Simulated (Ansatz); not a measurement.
## AlB3As4: complex band structure

Aim: relax a made-up compound, AlB3As4, and see how good a tunnel barrier it would be. It is built by putting As for N, B for Ga in the AlGa3N4 structure of space group Pm, with the volume rescaled by atomic radii. The parent structure comes from the Materials Project.

Calculated with Ansatz 0.2.0; PBEsol DFT, plane waves, PAW files, in the first sound run; inputs show where later runs differ.

The structure was built from a prototype and need not be the compound's stable phase.

### 1. The structure

Symmetry: Pm, No. 6, monoclinic system. Conventional cell: a = 5.417 Å, b = 3.334 Å, c = 5.773 Å, α = 90.00°, β = 90.04°, γ = 90.00°. Nearest to Al lie 4 As at 1.99 to 2.00 Å. B has 4 As at 2.04 to 2.06 Å nearest. Nearest to B lie 4 As at 2.04 to 2.07 Å. Nearest to B lie 4 As at 2.05 to 2.07 Å. Nearest to As lie 1 Al at 1.99 Å and 3 B at 2.05 to 2.06 Å. Nearest to As lie 2 Al at 2.00 Å and 2 B at 2.07 Å. It derives from AlGa3N4. As for N, B for Ga in the AlGa3N4 structure of space group Pm. Farther neighbours are not listed.

### 2. Relaxing the new crystal

The substituted atoms don't fit the parent's cell, so cell and atoms relax together. A small smearing keeps the run stable in case the gap closes on the way.

Input file input.yaml:

```yaml
crystal:
  lattice:
    - [5.4173722951, 0.0, 0.0]
    - [0.0, 3.3343580258, 0.0]
    - [-0.0039138686, 0.0, 5.7732919584]
  atoms:
    - { symbol: Al, position: [0.00050108, 0.5, 0.6673044] }
    - { symbol: B, position: [0.49913931, 0.5, 0.33514653] }
    - { symbol: B, position: [0.49913488, 0.0, 0.83132616] }
    - { symbol: B, position: [0.99990822, 0.0, 0.16624089] }
    - { symbol: As, position: [0.11923844, 0.5, 0.34129715] }
    - { symbol: As, position: [0.11682905, 0.0, 0.82526452] }
    - { symbol: As, position: [0.62024701, 0.0, 0.16615093] }
    - { symbol: As, position: [0.63260202, 0.5, 0.66727042] }
kpoints:
  mp_grid: { grid: [4, 6, 4] }
scf:
  occupations: { method: gaussian, width: 0.03 }
hamiltonian:
  xc: pbesol
output:
  forces: true
  stress: true
relax:
  f_tol: 0.02
  max_steps: 60
  cell: {}
```

The run is started by

```console
> ansatz run input.yaml --threads 2 --pin off --max-ram 4096MiB --backend cpu --events-out ev --progress --plain --runs-dir out
```

Numbers of over 12 decimals in the logs are rounded to 6 here.

Output:

```text
Engine: ansatz 0.2.0, aarch64-unknown-linux-gnu
Pseudopotentials: kind: paw
Pseudopotential: Al, paw, valence charge 3, recommended cutoff 420 eV (normal), Al.paw.azcp
Pseudopotential: B, paw, valence charge 3, recommended cutoff 420 eV (normal), B.paw.azcp
Pseudopotential: As, paw, valence charge 15, recommended cutoff 420 eV (normal), As.paw.azcp
Functional definition: PBEsol
  exchange = pbesol_x
  correlation = pbesol_c
Crystal: 8 atoms, lattice volume = 104.286 Å³
Basis set: ecut = 420 eV, 2059 PW (Γ), exchange–correlation on 80×48×80 points (8 copies of the dense FFT grid, shifted against one another)
Bands: 44, of which v1, the nominal top of the filled ones, is band 36 counted from 1 (35 counted from 0)
Symmetry: 2 space group operations
Space group: Pm (ITA 6), of the structure as read, at distance tolerance 4.7e-5 Å
k-points: 40 of 96 (time reversal used)
Non-local potential: Al, projectors of the file, l = 0: 2, l = 1: 2, l = 2: 1
Non-local potential: B, projectors of the file, l = 0: 2, l = 1: 2, l = 2: 1
Non-local potential: As, projectors of the file, l = 0: 2, l = 1: 2, l = 2: 3, l = 3: 1
PAW form: soft (Blöchl's): semilocal exchange-correlation on the pseudo side does not see the compensation charge
PAW frozen core: Al, regenerated for the run's functional, and the local potential with it (the file was generated under x = pbe(κ = 0.804, μ = 0.219515), c = pbe(β = 0.066725))
PAW frozen core: B, regenerated for the run's functional, and the local potential with it (the file was generated under x = pbe(κ = 0.804, μ = 0.219515), c = pbe(β = 0.066725))
PAW frozen core: As, regenerated for the run's functional, and the local potential with it (the file was generated under x = pbe(κ = 0.804, μ = 0.219515), c = pbe(β = 0.066725))
PAW one-centre angular grid: Al, 110 points (default); XC on 64 Gauss nodes
PAW one-centre angular grid: B, 110 points (default); XC on 64 Gauss nodes
PAW one-centre angular grid: As, 590 points (default); XC on 64 Gauss nodes
Initial density: superposition of atomic densities (neutral atoms: chi_scale 0, normalization atom), corrected by the library's trained network
Initial wavefunctions: pseudopotential atomic-orbital guess
Functional: x = pbesol(κ = 0.804, μ = 0.123457), c = pbesol(β = 0.046)
SCF iter   1: F=—  HF=-20229.037765 eV  |F-HF|=—  |Δ(HF+E_count)|=         —  Δρ=5.11e-3  dr2=3.30e-2  ethr=1.77e-3  ⟨swp⟩=6.8  Hψ=7821  notcnv=0  defer=8
preconditioner: auto → Resta (q_TF=auto, 2.565 Å⁻¹)  ε∞=4.8  [insulator: Δε(μ)=0.044 eV  Ē_g=10.535 eV  σ=0.030 eV  W_gap=0.70  n_scr=38 (ndim 8)  ℏωp=20.6 eV  f_vac=0.002  D(μ)=0.46/eV (n_scr^D=0)  ε∞_Penn≈4.8]
SCF iter   2: F=—  HF=-20229.028120 eV  |F-HF|=—  |Δ(HF+E_count)|=   9.65e-3  Δρ=2.31e-3  dr2=6.78e-3  ethr=4.59e-5  ⟨swp⟩=2.5  Hψ=2664  notcnv=0  defer=77
SCF iter   3: F=—  HF=-20229.026197 eV  |F-HF|=—  |Δ(HF+E_count)|=   1.92e-3  Δρ=4.62e-4  dr2=3.89e-4  ethr=9.41e-6  ⟨swp⟩=2.0  Hψ=3322  notcnv=0  defer=77
SCF iter   4: F=—  HF=-20229.026062 eV  |F-HF|=—  |Δ(HF+E_count)|=   1.35e-4  Δρ=2.21e-4  dr2=7.64e-5  ethr=5.40e-7  ⟨swp⟩=2.0  Hψ=3123  notcnv=0  defer=77
SCF iter   5: F=—  HF=-20229.025976 eV  |F-HF|=—  |Δ(HF+E_count)|=   8.60e-5  Δρ=7.57e-5  dr2=8.75e-6  ethr=1.06e-7  ⟨swp⟩=2.3  Hψ=2903  notcnv=0  defer=77
SCF iter   6: F=—  HF=-20229.025976 eV  |F-HF|=—  |Δ(HF+E_count)|=   3.59e-7  Δρ=1.88e-5  dr2=5.11e-7  ethr=1.22e-8  ⟨swp⟩=2.0  Hψ=2320  notcnv=0  defer=77
SCF iter   7: F=-20229.025976 eV  HF=-20229.025976 eV  |F-HF|=2.46e-8  |Δ(HF+E_count)|=   1.36e-7  Δρ=4.75e-6  dr2=2.71e-8  ethr=1.39e-10  ⟨swp⟩=4.0  Hψ=6242  notcnv=0
SCF 1 converged in 7 iterations: F = -20229.025976 eV  dr2 = 2.71e-8
  greatest PAW one-centre occupation: 0.999 electrons in one spin orbital (limit 2), on the As atom at site 7 (counted from 0), in its partial waves of l = 2
relax step   1: F+E_penalty+E_count = -20229.02597581 eV  Δ(F+E_penalty+E_count) = +0.000e0 eV  max|allowed force component| = 8.378e0 eV/Å  Δτ_max = 0.0000 Å  P = +40.695 GPa  Ω = 104.286 Å³  (7 SCF iters, dr2 threshold 1.00e-7 eV, accepted)
Crystal: 8 atoms, lattice volume = 114.291 Å³
Basis set: ecut = 420 eV, 2231 PW (Γ), exchange–correlation on 80×48×80 points (8 copies of the dense FFT grid, shifted against one another)
Initial density: handed on by an earlier stage of this run
Initial wavefunctions: those handed on with the density
iter 1 solved again at ethr=5.16e-4 eV; its pass at ethr=3.10e-3 eV (dr2=3.72e-1 eV) is discarded
SCF iter   1: F=—  HF=-20233.520850 eV  |F-HF|=—  |Δ(HF+E_count)|=         —  Δρ=1.65e-2  dr2=3.76e-1  ethr=5.16e-4  ⟨swp⟩=1.3  Hψ=8959  notcnv=0
preconditioner: auto → Resta (q_TF=auto, 2.526 Å⁻¹)  ε∞=4.8  [insulator: Δε(μ)=0.380 eV  Ē_g=10.121 eV  σ=0.030 eV  W_gap=1.00  n_scr=38 (ndim 8)  ℏωp=19.6 eV  f_vac=0.013  D(μ)=0.00/eV (n_scr^D=0)  ε∞_Penn≈4.8]
SCF iter   2: F=—  HF=-20233.417503 eV  |F-HF|=—  |Δ(HF+E_count)|=   1.03e-1  Δρ=8.60e-3  dr2=8.10e-2  ethr=5.16e-4  ⟨swp⟩=3.0  Hψ=2492  notcnv=0
SCF iter   3: F=—  HF=-20233.397061 eV  |F-HF|=—  |Δ(HF+E_count)|=   2.04e-2  Δρ=1.71e-3  dr2=3.47e-3  ethr=1.12e-4  ⟨swp⟩=3.6  Hψ=3392  notcnv=0
SCF iter   4: F=—  HF=-20233.396817 eV  |F-HF|=—  |Δ(HF+E_count)|=   2.44e-4  Δρ=6.73e-4  dr2=7.95e-4  ethr=4.82e-6  ⟨swp⟩=2.0  Hψ=3525  notcnv=0  defer=2
SCF iter   5: F=—  HF=-20233.396568 eV  |F-HF|=—  |Δ(HF+E_count)|=   2.49e-4  Δρ=2.56e-4  dr2=9.10e-5  ethr=1.10e-6  ⟨swp⟩=2.0  Hψ=3198  notcnv=0  defer=2
SCF iter   6: F=—  HF=-20233.396617 eV  |F-HF|=—  |Δ(HF+E_count)|=   4.97e-5  Δρ=7.74e-5  dr2=7.12e-6  ethr=1.26e-7  ⟨swp⟩=2.0  Hψ=2342  notcnv=0  defer=2
SCF iter   7: F=-20233.396622 eV  HF=-20233.396623 eV  |F-HF|=3.54e-7  |Δ(HF+E_count)|=   5.32e-6  Δρ=1.53e-5  dr2=2.95e-7  ethr=1.11e-9  ⟨swp⟩=3.0  Hψ=7996  notcnv=0
SCF 2 converged in 7 iterations: F = -20233.396622 eV  dr2 = 2.95e-7
  greatest PAW one-centre occupation: 0.999 electrons in one spin orbital (limit 2), on the As atom at site 6 (counted from 0), in its partial waves of l = 2
relax step   2: F+E_penalty+E_count = -20233.39662223 eV  Δ(F+E_penalty+E_count) = -4.371e0 eV  max|allowed force component| = 2.193e0 eV/Å  Δτ_max = 0.1950 Å  P = +14.576 GPa  Ω = 114.291 Å³  energy of the carried Pulay correction = -5.418e-3 eV  (7 SCF iters, dr2 threshold 8.00e-7 eV, accepted)
Crystal: 8 atoms, lattice volume = 124.177 Å³
Basis set: ecut = 420 eV, 2433 PW (Γ), exchange–correlation on 80×48×80 points (8 copies of the dense FFT grid, shifted against one another)
iter 1 solved again at ethr=2.57e-4 eV; its pass at ethr=3.10e-3 eV (dr2=1.85e-1 eV) is discarded
SCF iter   1: F=—  HF=-20234.148815 eV  |F-HF|=—  |Δ(HF+E_count)|=         —  Δρ=1.04e-2  dr2=1.90e-1  ethr=2.57e-4  ⟨swp⟩=2.1  Hψ=10769  notcnv=0
preconditioner: auto → Resta (q_TF=auto, 2.491 Å⁻¹)  ε∞=4.8  [insulator: Δε(μ)=0.202 eV  Ē_g=9.654 eV  σ=0.030 eV  W_gap=1.00  n_scr=38 (ndim 8)  ℏωp=18.9 eV  f_vac=0.014  D(μ)=0.00/eV (n_scr^D=0)  ε∞_Penn≈4.8]
SCF iter   2: F=—  HF=-20234.100346 eV  |F-HF|=—  |Δ(HF+E_count)|=   4.85e-2  Δρ=5.13e-3  dr2=4.52e-2  ethr=2.57e-4  ⟨swp⟩=2.6  Hψ=2448  notcnv=0
SCF iter   3: F=—  HF=-20234.090042 eV  |F-HF|=—  |Δ(HF+E_count)|=   1.03e-2  Δρ=1.10e-3  dr2=2.18e-3  ethr=6.27e-5  ⟨swp⟩=3.2  Hψ=2990  notcnv=0
SCF iter   4: F=—  HF=-20234.090396 eV  |F-HF|=—  |Δ(HF+E_count)|=   3.55e-4  Δρ=3.72e-4  dr2=2.63e-4  ethr=3.03e-6  ⟨swp⟩=2.0  Hψ=3198  notcnv=0
SCF iter   5: F=—  HF=-20234.090185 eV  |F-HF|=—  |Δ(HF+E_count)|=   2.11e-4  Δρ=1.70e-4  dr2=4.16e-5  ethr=3.65e-7  ⟨swp⟩=2.0  Hψ=3187  notcnv=0
SCF iter   6: F=—  HF=-20234.090216 eV  |F-HF|=—  |Δ(HF+E_count)|=   3.16e-5  Δρ=4.60e-5  dr2=2.72e-6  ethr=5.78e-8  ⟨swp⟩=2.0  Hψ=3200  notcnv=0
SCF iter   7: F=-20234.090219 eV  HF=-20234.090219 eV  |F-HF|=3.57e-10  |Δ(HF+E_count)|=   2.16e-6  Δρ=9.78e-6  dr2=1.92e-7  ethr=1.11e-9  ⟨swp⟩=5.0  Hψ=6660  notcnv=0
SCF 3 converged in 7 iterations: F = -20234.090219 eV  dr2 = 1.92e-7
relax step   3: F+E_penalty+E_count = -20234.09021855 eV  Δ(F+E_penalty+E_count) = -6.936e-1 eV  max|allowed force component| = 6.588e-1 eV/Å  Δτ_max = 0.0592 Å  P = +1.545 GPa  Ω = 124.177 Å³  energy of the carried Pulay correction = -1.031e-2 eV  (7 SCF iters, dr2 threshold 8.00e-7 eV, accepted)
[...]
relax step   4: F+E_penalty+E_count = -20234.14205878 eV  Δ(F+E_penalty+E_count) = -5.184e-2 eV  max|allowed force component| = 1.851e-1 eV/Å  Δτ_max = 0.0376 Å  P = -0.080 GPa  Ω = 125.760 Å³  energy of the carried Pulay correction = -1.105e-2 eV  (6 SCF iters, dr2 threshold 8.00e-7 eV, accepted)
[...]
relax step   5: F+E_penalty+E_count = -20234.14664876 eV  Δ(F+E_penalty+E_count) = -4.590e-3 eV  max|allowed force component| = 7.999e-2 eV/Å  Δτ_max = 0.0098 Å  P = -0.042 GPa  Ω = 125.629 Å³  energy of the carried Pulay correction = -1.099e-2 eV  (4 SCF iters, dr2 threshold 8.00e-7 eV, accepted)
[...]
relax step   6: F+E_penalty+E_count = -20234.14731173 eV  Δ(F+E_penalty+E_count) = -6.630e-4 eV  max|allowed force component| = 6.747e-3 eV/Å  Δτ_max = 0.0059 Å  P = -0.003 GPa  Ω = 125.565 Å³  energy of the carried Pulay correction = -1.096e-2 eV  (4 SCF iters, dr2 threshold 4.00e-7 eV, accepted)
[...]
relax step   7: F+E_penalty+E_count = -20234.17451401 eV  Δ(F+E_penalty+E_count) = -2.720e-2 eV  max|allowed force component| = 7.087e-3 eV/Å  Δτ_max = 0.0000 Å  P = +0.264 GPa  Ω = 125.565 Å³  stress off target by 3.01e-1 GPa  SCF on the basis re-selected at this cell (its energy is not comparable with the rows above)  (6 SCF iters)
[...]
relax step   8: F+E_penalty+E_count = -20234.17462341 eV  Δ(F+E_penalty+E_count) = -1.094e-4 eV  max|allowed force component| = 3.999e-3 eV/Å  Δτ_max = 0.0011 Å  P = -0.028 GPa  Ω = 125.885 Å³  energy of the carried Pulay correction = -1.429e-4 eV  (5 SCF iters, dr2 threshold 2.27e-7 eV, accepted)
iter 1 solved again at ethr=2.39e-8 eV; its pass at ethr=3.10e-3 eV (dr2=1.72e-5 eV) is discarded
SCF iter   1: F=—  HF=-20234.174803 eV  |F-HF|=—  |Δ(HF+E_count)|=         —  Δρ=8.33e-6  dr2=3.26e-8  ethr=2.39e-8  ⟨swp⟩=3.5  Hψ=11182  notcnv=0
preconditioner: auto → Resta (q_TF=auto, 2.486 Å⁻¹)  ε∞=4.8  [insulator: Δε(μ)=0.206 eV  Ē_g=9.574 eV  σ=0.030 eV  W_gap=1.00  n_scr=38 (ndim 8)  ℏωp=18.7 eV  f_vac=0.006  D(μ)=0.00/eV (n_scr^D=0)  ε∞_Penn≈4.8]
SCF iter   2: F=—  HF=-20234.174791 eV  |F-HF|=—  |Δ(HF+E_count)|=   1.28e-5  Δρ=4.72e-6  dr2=1.57e-8  ethr=4.53e-11  ⟨swp⟩=2.7  Hψ=3194  notcnv=0
SCF iter   3: F=—  HF=-20234.174791 eV  |F-HF|=—  |Δ(HF+E_count)|=   5.30e-8  Δρ=1.38e-6  dr2=3.01e-9  ethr=2.18e-11  ⟨swp⟩=2.0  Hψ=2311  notcnv=0
SCF iter   4: F=—  HF=-20234.174791 eV  |F-HF|=—  |Δ(HF+E_count)|=   3.25e-9  Δρ=5.53e-7  dr2=3.20e-10  ethr=4.19e-12  ⟨swp⟩=2.9  Hψ=3244  notcnv=0
SCF iter   5: F=—  HF=-20234.174791 eV  |F-HF|=—  |Δ(HF+E_count)|=  4.15e-10  Δρ=1.68e-7  dr2=5.22e-11  ethr=1.00e-12  ⟨swp⟩=4.2  Hψ=6247  notcnv=0
SCF iter   6: F=-20234.174791 eV  HF=-20234.174791 eV  |F-HF|=1.46e-11  |Δ(HF+E_count)|=  7.28e-12  Δρ=5.27e-8  dr2=3.68e-12  ethr=1.00e-12  ⟨swp⟩=4.0  Hψ=6229  notcnv=0
SCF 9 converged in 6 iterations: F = -20234.174791 eV  dr2 = 3.68e-12
relax step   9: F+E_penalty+E_count = -20234.17479056 eV  Δ(F+E_penalty+E_count) = -1.672e-4 eV  max|allowed force component| = 3.998e-3 eV/Å  Δτ_max = 0.0000 Å  P = -0.028 GPa  Ω = 125.885 Å³  stress off target by 3.61e-2 GPa  SCF on the basis re-selected at this cell (its energy is not comparable with the rows above)  (6 SCF iters)
basis re-selected at this cell: Δ(F+E_penalty+E_count) = -1.672e-4 eV, ΔP = -0.000 GPa vs the last step (what re-selecting the basis moved, of the pressure what is left beyond the Pulay correction that the steps carried, after the strain that the cell walked since its last selection, with what the two solves' SCF thresholds leave and, on support functions, any second-order correction that the steps lacked; it is no m [...]
SCF converged after 6 iterations
Free energy (F): -20234.174791 eV
Harris-Foulkes:  -20234.174791 eV  (|F-HF|=1.46e-11)
Internal energy: -20234.174791 eV  (E = F + TS)
E sigma→0 (E₀):  -20234.174791 eV
Fermi energy:    10.514826 eV
--- Per-component energies (eV) ---
  E_band       = -923.459244
  E_kinetic    = 578.484669
  E_local      = -7412.160524  (includes V_loc(G=0)·N_el)
  E_nonlocal   = -2623.726772
  E_hartree    = 4044.263407
  E_xc         = -448.922069
  E_vxc        = -459.293493  (∫ρ·V_xc dr)
  E_paw        = -7858.055795  (= ΣΔE_a)
  E_vpaw       = 904.710000  (= ΣTr[D̂ρ^β])
  E_aug_tail   = 0.000020  (compensation charges beyond the density's cutoff)
  E_ewald      = -6517.986713
  E_core_change = 3.928987  (= ΣΔE_core)
  E_smearing   = -0.000000  (= −TS)
  E_closure    = 0.000000  (closes the sum)
  Σ components = -20234.174791   (vs F -20234.174791, Δ=0.00e0)
--- Forces (eV/Å), atoms counted from 1 ---
  atom   1  Al     0.00219708     0.00000000     0.00296865
  atom   2  B     -0.00175080     0.00000000    -0.00294921
  atom   3  B     -0.00308324    -0.00000000     0.00032343
  atom   4  B      0.00399806     0.00000000     0.00107072
  atom   5  As     0.00100549    -0.00000000    -0.00295459
  atom   6  As     0.00033067    -0.00000000     0.00019435
  atom   7  As    -0.00063653    -0.00000000     0.00057949
  atom   8  As    -0.00205851     0.00000000     0.00076652
  max |Σ_I F_I| component: 2.21e-6 eV/Å
--- Stress (GPa, compression-positive) ---
       -0.029599       0.000000      -0.005578
        0.000000      -0.023324       0.000000
       -0.005571       0.000000      -0.031339
  P = ⅓ Tr σ = -0.0281 GPa (-0.281 kbar)
--- Relaxed structure (7 steps of the walk, 7 accepted, 2 SCFs on fresh bases) ---
  F+E_penalty+E_count = -20234.17479056 eV   max|allowed force component| = 3.998e-3 eV/Å   (the final SCF, on the basis selected at the relaxed cell)
  cell:  # Å, volume = 125.8851 Å³
    - [5.848978, 0.0, 0.00521545]
    - [0.0, 3.490290, 0.0]
    - [0.00133242, 0.0, 6.166416]
  atoms:
    - { symbol: Al, position: [-0.00755096, 0.500000, 0.665153] }
    - { symbol: B, position: [0.498852, 0.500000, 0.322871] }
    - { symbol: B, position: [0.494997, 0.0, 0.840416] }
    - { symbol: B, position: [1.002418, 0.0, 0.168109] }
    - { symbol: As, position: [0.136181, 0.500000, 0.307908] }
    - { symbol: As, position: [0.143144, 0.0, 0.868020] }
    - { symbol: As, position: [0.633771, 0.0, 0.164705] }
    - { symbol: As, position: [0.585787, 0.500000, 0.662819] }
```

It took 62 s on 2 threads of Arm Neoverse V2, shared host; peak memory 0.46 GiB; 2.1 min of CPU time.

Step by step:

| step | energy less that of the first step (eV) | largest force component (eV/Å) | pressure (GPa) | volume (Å³) |
| --- | --- | --- | --- | --- |
| 1 | 0.0000 | 8.3777 | 40.69 | 104.29 |
| 2 | -4.3706 | 2.1931 | 14.58 | 114.29 |
| 3 | -5.0642 | 0.6588 | 1.54 | 124.18 |
| 4 | -5.1161 | 0.1851 | -0.08 | 125.76 |
| 5 | -5.1207 | 0.0800 | -0.04 | 125.63 |
| 6 | -5.1213 | 0.0067 | 0.00 | 125.57 |
| 7* | -5.1485 | 0.0071 | 0.26 | 125.57 |
| 8 | -5.1486 | 0.0040 | -0.03 | 125.89 |
| 9* | -5.1488 | 0.0040 | -0.03 | 125.89 |

Relaxation steps marked * repeat the geometry before them on a plane-wave basis chosen anew for their cell, so energy and pressure can jump there.

Forces are held to the 2 operations that the run works with; a distortion that breaks them can't arise in this run.

| cell as run | before | after | change |
| --- | --- | --- | --- |
| a (Å) | 5.417 | 5.849 | +8.0 % |
| b (Å) | 3.334 | 3.490 | +4.7 % |
| c (Å) | 5.773 | 6.166 | +6.8 % |
| β (°) | 90.04 | 89.94 | -0.1 % |
| volume (Å³/atom) | 13.04 | 15.74 | +20.7 % |

The atoms that moved most (Å, as changes of fractional coordinates times the final cell):

| atom | dx | dy | dz | length |
| --- | --- | --- | --- | --- |
| As6 | 0.154 | 0.000 | 0.264 | 0.305 |
| As8 | -0.274 | 0.000 | -0.028 | 0.275 |
| As5 | 0.099 | 0.000 | -0.206 | 0.228 |
| As7 | 0.079 | 0.000 | -0.009 | 0.080 |
| B2 | -0.002 | 0.000 | -0.076 | 0.076 |
| B3 | -0.024 | 0.000 | 0.056 | 0.061 |
| Al1 | -0.047 | 0.000 | -0.013 | 0.049 |
| B4 | 0.015 | 0.000 | 0.012 | 0.019 |

The relaxed structure:

```cif
data_structure
_symmetry_space_group_name_H-M 'P 1'
_symmetry_Int_Tables_number 1
_cell_length_a 5.8490
_cell_length_b 3.4903
_cell_length_c 6.1664
_cell_angle_alpha 90.000
_cell_angle_beta 89.937
_cell_angle_gamma 90.000
_cell_volume 125.89
loop_
_atom_site_label
_atom_site_type_symbol
_atom_site_fract_x
_atom_site_fract_y
_atom_site_fract_z
_atom_site_occupancy
Al1 Al 0.99245 0.50000 0.66515 1
B2 B 0.49885 0.50000 0.32287 1
B3 B 0.49500 0.00000 0.84042 1
B4 B 0.00242 0.00000 0.16811 1
As5 As 0.13618 0.50000 0.30791 1
As6 As 0.14314 0.00000 0.86802 1
As7 As 0.63377 0.00000 0.16470 1
As8 As 0.58579 0.50000 0.66282 1
```

Numbers from this step:

- free energy: -20234.1748 eV
- Fermi energy: 10.51 eV
- pressure: -0.02809 GPa

The largest force component on a free atom ends at 0.0040 eV/Å.

(Continued in part 2 of 3.)

[Logs are printed without paths, hosts, clocks, repeated set-up lines and the standing remarks that a program may print on its own settings, such as how far it seeks lower states.]

[Hosts, paths, dates, database ids (printed as entryN), source tags and the programs' standing remarks are cut or masked in the printed files.]
